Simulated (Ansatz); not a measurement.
# From HSE06 to G0W0: WSe2 (P6_3/mmc), part 2 of 2

Aim: the quasiparticle gap of WSe2 (P6_3/mmc), starting from HSE06.

Ansatz 0.2.0; HSE06, then G0W0 on it, plane waves, PAW. Known limits of the many-body steps: finite bands, screening cutoff and k mesh; no spin-orbit coupling in G0W0.

So far. Step 2 (HSE06 levels on the mesh and at listed points): Over mesh and listed points the gap is 1.446 eV, from k = Γ to k = (0.167, 0.167, 0.000). The least direct gap found is 1.985 eV, at k = (0.333, 0.333, 0.000).

The database entry behind the starting cell differs from later determinations by our own check (a about 0.2 % long), so it need not match the best structure at ambient conditions.

In doubt: masses and optical values from hybrid runs of this build are listed as unsure (step 3), which bears on the screening that GW takes from such a start.

### Step 3. G0W0 on the 6×6×2 mesh

G0W0 replaces the xc potential by a self-energy built once from the orbitals of the start. Levels are corrected in the window of bands that the input names, at points of the mesh.

This step: G0W0 on HSE06, plane waves, PAW.

The input, input.yaml:

```yaml
crystal:
  lattice:
    - [3.29, 0.0, 0.0]
    - [-1.645, 2.8492235785, 0.0]
    - [0.0, 0.0, 12.97]
  atoms:
    - { symbol: W, position: [0.3333333333, 0.6666666667, 0.25] }
    - { symbol: W, position: [0.6666666667, 0.3333333333, 0.75] }
    - { symbol: Se, position: [0.3333333333, 0.6666666667, 0.621] }
    - { symbol: Se, position: [0.6666666667, 0.3333333333, 0.121] }
    - { symbol: Se, position: [0.3333333333, 0.6666666667, 0.879] }
    - { symbol: Se, position: [0.6666666667, 0.3333333333, 0.379] }
kpoints:
  mp_grid: { grid: [6, 6, 2] }
hamiltonian:
  xc: hse06
scf:
  occupations: { method: fixed }
gw:
  n_empty_bands: 362
  ecut_chi: 120
  qp_bands: [v2, c2]
  qp_kpoints: band_edges
  screening: { model: contour_deformation }
```

Launch:

```console
$ ansatz run input.yaml --threads 3 --pin off --max-ram 92160MiB --backend cuda --events-out ev --progress --plain --runs-dir out --devices 1 --max-vram 13GiB  # rebuilt from the run's record
```

Numbers of over 12 decimals in the logs are rounded to 6 here.

Output:

```text
GPUs: using 1 of 1 available (devices: 1).
[...]
GPU FFT provider: cuFFT
GPU libraries: cuBLAS 13.8.2, cuFFT 12.4.0, cuSOLVER 12.3.4
Crystal: 6 atoms, lattice volume = 121.580 Å³
Basis set: ecut = 420 eV, 2419 PW (Γ)
Bands: 56, of which v1, the nominal top of the filled ones, is band 46 counted from 1 (45 counted from 0)
Symmetry: 24 space group operations
[...]
k-points: 14 of 72
[...]
GPU buffer pool allocated for 51840 grid points (all kernels)
[...]
SCF iter   1: F=—  HF=-42649.204055 eV  |F-HF|=—  |Δ(HF+E_count)|=         —  Δρ=6.31e-3  dr2=5.86e-2  ethr=1.77e-3  ⟨swp⟩=5.8  Hψ=3118  notcnv=0
[...]
SCF iter   5: F=-42649.206135 eV  HF=-42649.206130 eV  |F-HF|=4.51e-6  |Δ(HF+E_count)|=   3.94e-4  Δρ=8.63e-5  dr2=2.91e-6  ethr=1.98e-7  ⟨swp⟩=3.0  Hψ=2212  notcnv=0
SCF 1 stopped early in 5 iterations: F = -42649.206135 eV  dr2 = 2.91e-6
[...]
GPU FFT provider: cuFFT
GPU libraries: cuBLAS 13.8.2, cuFFT 12.4.0, cuSOLVER 12.3.4
[...]
GPU buffer pool allocated for 51840 grid points (all kernels)
[...]
Frozen-core exchange: fock
SCF iter   1: F=—  HF=-42657.195858 eV  |F-HF|=—  |Δ(HF+E_count)|=         —  Δρ=7.42e-3  dr2=1.52e-1  ethr=3.16e-8  ⟨swp⟩=8.4  Hψ=4405  notcnv=0
[...]
SCF iter   7: F=-42657.166280 eV  HF=-42657.166281 eV  |F-HF|=3.06e-7  |Δ(HF+E_count)|=   6.77e-6  Δρ=1.89e-5  dr2=7.66e-7  ethr=9.16e-10  ⟨swp⟩=4.1  Hψ=2956  notcnv=0
SCF 2 stopped early in 7 iterations: F = -42657.166280 eV  dr2 = 7.66e-7
hybrid outer 1: dexx = +1.954e-2 eV, tail = 1.84e-4 eV
GPU FFT provider: cuFFT
GPU libraries: cuBLAS 13.8.2, cuFFT 12.4.0, cuSOLVER 12.3.4
GPU buffer pool allocated for 51840 grid points (all kernels)
[...]
Frozen-core exchange: fock
SCF iter   1: F=—  HF=-42657.166887 eV  |F-HF|=—  |Δ(HF+E_count)|=         —  Δρ=5.80e-5  dr2=2.20e-6  ethr=1.00e-6  ⟨swp⟩=2.7  Hψ=1752  notcnv=0
[...]
SCF iter   4: F=-42657.166890 eV  HF=-42657.166890 eV  |F-HF|=2.77e-8  |Δ(HF+E_count)|=   8.71e-7  Δρ=5.52e-6  dr2=2.99e-8  ethr=1.09e-10  ⟨swp⟩=4.6  Hψ=2488  notcnv=0
SCF 3 converged in 4 iterations: F = -42657.166890 eV  dr2 = 2.99e-8
[...]
NSCF: frozen V_eff on 14 k-points
Exchange-term sweep: 0 of 14 (spin, k) points
Exchange-term sweep: 1 of 14 (spin, k) points
Exchange-term sweep: 2 of 14 (spin, k) points
Exchange-term sweep: 3 of 14 (spin, k) points
Exchange-term sweep: 4 of 14 (spin, k) points
Exchange-term sweep: 5 of 14 (spin, k) points
Exchange-term sweep: 6 of 14 (spin, k) points
Exchange-term sweep: 7 of 14 (spin, k) points
Exchange-term sweep: 8 of 14 (spin, k) points
Exchange-term sweep: 9 of 14 (spin, k) points
Exchange-term sweep: 10 of 14 (spin, k) points
Exchange-term sweep: 11 of 14 (spin, k) points
Exchange-term sweep: 12 of 14 (spin, k) points
Exchange-term sweep: 13 of 14 (spin, k) points
Exchange-term sweep: 14 of 14 (spin, k) points
G₀W₀ screening: q 1/14
[... further progress lines ...]
[...]
Free energy (F): -42657.166890 eV
Frozen-core exchange: fock
[...]
Internal energy: -42657.166890 eV  (E = F + TS)
E sigma→0 (E₀):  -42657.166890 eV
Fermi energy:    12.633944 eV
[...]
--- Band table (eV; the first three rows and the last of 14) ---
  k-point 0: bands = [... 42 lower, 10.9437, 11.3276, 11.4058, 12.6339, 15.9085, 15.9085, 15.9617, 15.9617]
  k-point 1: bands = [... 42 lower, 10.9118, 10.9118, 12.3694, 12.3694, 15.9102, 15.9102, 15.9102, 15.9102]
  k-point 2: bands = [... 42 lower, 10.5129, 11.3510, 11.4050, 11.8830, 14.8410, 15.4521, 15.4583, 15.5447]
  k-point 13: bands = [... 42 lower, 9.5026, 9.5026, 12.2767, 12.2767, 14.4099, 14.4099, 15.6929, 15.6929]
  guard bands above this table: 6 of the run's 56 bands. The solve was not asked for them (output.publish_guard_bands: true or output.eigenvalues: true publishes all)
--- G₀W₀: contour deformation, 7 samples at zero and on the imaginary axis and 1 off it, 72 q-points, 362 empty bands' worth ---
  eigenvalues of the whole cell's RPA ε∞ on this k-mesh (on a slab, of 1 + 4πα/V) = 5.8751, 12.1783, 12.1783; static W/v taken at q = 0 is 0.086774
  gw.qp_kpoints: band_edges: 10 of 14 stored k-points solved, in 1 pass; an edge of the gap read off the rows below is read off those points alone
    valence top: of the k-points left out ik 6 came nearest to being solved in a further pass, in band 46 (counted from 1, as in the quasiparticle table): it holds the edge there only if its correction is more favourable than any solved in that band by at least 1.281 eV; those differ by 0.088 eV
    conduction bottom: of the k-points left out ik 4 came nearest to being solved in a further pass, in band 47 (counted from 1, as in the quasiparticle table): it holds the edge there only if its correction is more favourable than any solved in that band by at least 0.624 eV; those differ by 0.099 eV
    ik  band        ε_KS         Σx   Σc(E_QP)       V_xc       Z   E_QP_lin       E_QP  E_QP is
     0    45     11.4058   -18.1424     0.9708   -17.2032  0.7696    11.4374    11.4375  root
     0    46     12.6339   -19.3541     0.4803   -18.9020  0.7780    12.6622    12.6622  root
     0    47     15.9085   -13.6737    -4.0342   -17.7642  0.7800    15.9649    15.9648  root
     0    48     15.9085   -13.6737    -4.0342   -17.7642  0.7800    15.9649    15.9648  root
     1    45     12.3694   -19.0496     0.6933   -18.3709  0.7794    12.3840    12.3840  root
     1    46     12.3694   -19.0496     0.6933   -18.3709  0.7794    12.3840    12.3840  root
     1    47     15.9102   -13.6360    -4.0145   -17.6997  0.7790    15.9595    15.9594  root
     1    48     15.9102   -13.6360    -4.0145   -17.6997  0.7790    15.9595    15.9594  root
     2    45     11.4050   -18.6090     1.0034   -17.6676  0.7691    11.4670    11.4670  root
     2    46     11.8830   -19.0381     0.8020   -18.2874  0.7749    11.9343    11.9343  root
     2    47     14.8410   -13.1178    -3.8048   -16.9361  0.7829    14.8544    14.8544  root
     2    48     15.4521   -13.7364    -4.1312   -17.9389  0.7854    15.5234    15.5233  root
     3    45     11.8148   -18.9958     0.9033   -18.1373  0.7756    11.8596    11.8596  root
     3    46     11.8148   -18.9958     0.9033   -18.1373  0.7756    11.8596    11.8596  root
     3    47     15.1406   -13.4964    -3.9005   -17.4236  0.7800    15.1673    15.1673  root
     3    48     15.1406   -13.4964    -3.9005   -17.4236  0.7800    15.1673    15.1673  root
     8    45     11.3238   -19.2260     1.0752   -18.2370  0.7674    11.4099    11.4101  root
     8    46     11.3703   -19.2992     1.0730   -18.3006  0.7700    11.4445    11.4446  root
     8    47     14.0801   -12.8358    -3.5641   -16.4270  0.7879    14.1073    14.1072  root
     8    48     15.0436   -13.9363    -3.9729   -17.9527  0.7741    15.0871    15.0871  root
     9    45     11.3544   -19.2772     1.0718   -18.2847  0.7690    11.4335    11.4336  root
     9    46     11.3544   -19.2772     1.0718   -18.2847  0.7690    11.4335    11.4336  root
     9    47     14.5074   -13.3691    -3.7311   -17.1421  0.7840    14.5493    14.5492  root
     9    48     14.5074   -13.3691    -3.7311   -17.1421  0.7840    14.5493    14.5492  root
    10    45     11.5702   -18.1191     0.8996   -17.2311  0.7762    11.5819    11.5819  root
    10    46     11.7743   -18.6211     0.8279   -17.8201  0.7763    11.8012    11.8012  root
    10    47     14.7074   -14.1065    -3.8612   -18.0067  0.7756    14.7464    14.7464  root
    10    48     15.3476   -15.5812    -4.1441   -19.7744  0.7606    15.3967    15.3967  root
    11    45     11.6803   -18.4033     0.8645   -17.5593  0.7762    11.7008    11.7009  root
    11    46     11.6803   -18.4033     0.8645   -17.5593  0.7762    11.7008    11.7009  root
    11    47     14.9875   -14.4386    -3.9541   -18.4316  0.7723    15.0265    15.0265  root
    11    48     14.9875   -14.4386    -3.9541   -18.4316  0.7723    15.0265    15.0265  root
    12    45     12.1596   -18.0231     0.4608   -17.5484  0.7776    12.1456    12.1456  root
    12    46     12.4253   -18.6274     0.3503   -18.2780  0.7776    12.4262    12.4262  root
    12    47     14.4098   -15.4127    -3.7685   -19.2938  0.7716    14.5224    14.5223  root
    12    48     14.4098   -15.4127    -3.7685   -19.2938  0.7716    14.5224    14.5223  root
    13    45     12.2767   -18.2492     0.4028   -17.8378  0.7778    12.2681    12.2681  root
    13    46     12.2767   -18.2492     0.4028   -17.8378  0.7778    12.2681    12.2681  root
    13    47     14.4099   -15.4094    -3.7685   -19.2903  0.7716    14.5225    14.5223  root
    13    48     14.4099   -15.4094    -3.7685   -19.2903  0.7716    14.5225    14.5223  root
```

Elapsed: 66 s, on 1 × NVIDIA H100 80GB HBM3 (shared by 6 runs) with 3 threads of AMD EPYC 7R13 (Zen 3), shared host; peak memory 2.2 GiB; 1.7 min of CPU time.

This step gave:

```
bands summed                                    : 408
RPA ε∞ on this mesh (eigenvalues)               : 5.875, 12.18, 12.18
plane waves in the screening matrix             : 341
q-points in the mesh                            : 72
G0W0 gap over the corrected points              : 1.445 eV
k of the valence top                            : 0, 0, 0
k of the conduction bottom                      : 0.1667, 0.1667, 0
starting gap on the mesh                        : 1.446 eV
Z at the valence top                            : 0.7780
Z at the conduction bottom                      : 0.7879
least direct G0W0 gap over the corrected points : 2.096 eV
```

Over 10 of 14 irreducible mesh points the G0W0 gap is 1.445 eV, from k = Γ to k = (0.167, 0.167, 0.000). The HSE06 gap of this run on the mesh is 1.446 eV. The two states that bound the G0W0 gap lie that far apart at the start, so the correction of the gap is 1.445 − 1.446 = −0.001 eV.

Labels follow the order of the start: v1 is the top filled band, c1 the lowest empty one; levels that stay degenerate share a row, the window can cut a multiplet, doubted levels are not marked in this list, bands outside the window were not corrected, and the list may be a part of the corrected levels. Levels before and after the correction, in eV, zero at the valence-band top of each column:

|  | conduction bottom | valence top |
| --- | --- | --- |
| HSE06 | 1.45 | 0.00 |
| G0W0 | 1.45 | 0.00 |

|  | level | occupation | energy (eV) |
| --- | --- | --- | --- |
| HSE06 | Γ v2 | 2 | -1.228 |
| HSE06 | Γ v1 | 2 | 0.000 |
| HSE06 | Γ c1-c2 | 0 | 3.275 |
| HSE06 | (0.167 0.167 0) v2 | 2 | -1.310 |
| HSE06 | (0.167 0.167 0) v1 | 2 | -1.264 |
| HSE06 | (0.167 0.167 0) c1 | 0 | 1.446 |
| HSE06 | (0.167 0.167 0) c2 | 0 | 2.410 |
| G0W0 | Γ v2 | 2 | -1.225 |
| G0W0 | Γ v1 | 2 | 0.000 |
| G0W0 | Γ c1-c2 | 0 | 3.303 |
| G0W0 | (0.167 0.167 0) v2 | 2 | -1.252 |
| G0W0 | (0.167 0.167 0) v1 | 2 | -1.218 |
| G0W0 | (0.167 0.167 0) c1 | 0 | 1.445 |
| G0W0 | (0.167 0.167 0) c2 | 0 | 2.425 |

The parts of the quasiparticle energy for the two states that bound the G0W0 gap, in eV on the run's own scale (QP = start + Σx + Σc − Vxc, with Σc at the quasiparticle energy):

| edge | k | band | start | Σx | Σc | Vxc | Z | QP |
| --- | --- | --- | --- | --- | --- | --- | --- | --- |
| valence top | Γ | 46 | 12.634 | −19.354 | 0.480 | −18.902 | 0.778 | 12.662 |
| conduction bottom | (0.167, 0.167, 0.000) | 47 | 14.080 | −12.836 | −3.564 | −16.427 | 0.788 | 14.107 |

For a hybrid start, Vxc holds its share of exact exchange.

### Step 4. Side by side

Each gap is the least one over the points named; times are wall times on shared hosts, not benchmarks. A G0W0 time includes the run's own self-consistent start. Runs with listed points see these and the mesh alone, so an edge that moves elsewhere is missed.

| level | mesh | files, cutoff | bands summed, screening | points | gap (eV) | valence top | conduction bottom | least direct gap (eV) | time |
| --- | --- | --- | --- | --- | --- | --- | --- | --- | --- |
| HSE06 | 6×6×2 | soft_2 PAW, 420 eV | - | mesh and listed points | 1.446 | Γ | (0.167, 0.167, 0.000) | 1.985 | 25 s |
| G0W0@HSE06 | 6×6×2 | soft_2 PAW, 420 eV | 408, 120 eV | 10 of 14 irreducible mesh points | 1.445 | Γ | (0.167, 0.167, 0.000) | 2.096 | 66 s |

### Step 5. What came out

```yaml
hse06_gap_over_mesh_and_listed_points: 1.446 eV, from k = Γ to k = (0.167, 0.167, 0.000)
g0w0_hse06_gap_over_10_of_14_irreducible_mesh_points: 1.445 eV, from k = Γ to k = (0.167, 0.167, 0.000)
gw_settings: 6×6×2 mesh, 362 empty bands, screening to 120 eV
known_limits: finite bands, screening cutoff and k mesh; no spin-orbit coupling in G0W0
```

In words: Over 10 of 14 irreducible mesh points the G0W0 gap is 1.445 eV, from k = Γ to k = (0.167, 0.167, 0.000). The HSE06 gap of this run on the mesh is 1.446 eV. The two states that bound the G0W0 gap lie that far apart at the start, so the correction of the gap is 1.445 − 1.446 = −0.001 eV. The valence state moves by 12.662 − 12.634 = +0.028 eV and the conduction state by 14.107 − 14.080 = +0.027 eV, on the run's own scale; how far single levels stand from their limit in bands is not shown. Both edges that HSE06 shows over mesh and listed points lie at k points where levels were corrected. Levels at other points were not corrected, so a lower G0W0 gap elsewhere in the zone is not ruled out. No second run with other bands and screening cutoff is shown, so the distance to the basis limit is not known. On another start, G0W0@PBE runs of this series (6×6×2 mesh, soft_2 PAW; not shown as steps) give 1.186 eV with 174 bands and 60 eV, 1.261 eV with 408 bands and 120 eV and 1.295 eV with 826 bands and 200 eV. G0W0 on other starts in this series, not shown as steps and not all at these settings: 1.261 eV on PBE (6×6×2, soft_2 PAW, 408 bands, 120 eV) and 1.244 eV on PBEsol (6×6×2, soft_2 PAW, 408 bands, 120 eV). Two runs of this series at another level, not shown as steps, test spin-orbit coupling. PBE+SOC against PBE: 0.905 − 0.974 = −0.069 eV, with the same mesh, set of files (read in its fully relativistic form for the spin-orbit run) and cutoff, and both edges at the same k points. The spin-orbit run sees mesh and listed points alone, so its gap is an upper bound: the coupling can move an edge off these points, and the change over the zone, its sign included where it is small, is not known. What spin-orbit coupling does to the G0W0 levels was not computed, so no sum with the G0W0 gap is formed. The G0W0 runs are scalar-relativistic. No pair of G0W0 runs that differ in the mesh alone is shown (6×6×2 is a supercell whose nearest images lie 20 Å apart), so the error from the mesh is not known here. G0W0 is shown with one set of atomic data (soft_2 PAW), so the error from the files is not known here.

[Paths, hosts, dates, memory and timing lines, banners, echoed tables and standing remarks are left out of the program output.]

[Logs are printed without paths, hosts, clocks, repeated set-up lines and the standing remarks that a program may print on its own settings, such as how far it seeks lower states.]

[Runs of the session that timed out or met a known fault of the program may be left out.]

[Cells called generated may have been cut or substituted from an entry of the Crystallography Open Database or the Materials Project.]

[Hosts, paths, dates, database ids (printed as entryN), source tags and the programs' standing remarks are cut or masked in the printed files.]

[Where an RPA ε∞ is given, it is that of the G0W0 mesh and is not shown converged in it. Names of k-points follow the symmetry that the program found, which can be lower than the space group named. Band edges on a path are those of the sampled points; other points can move an edge, and change direct to indirect where valleys lie close.]

[Hybrid gaps are those of their k-mesh and are not shown converged in it.]
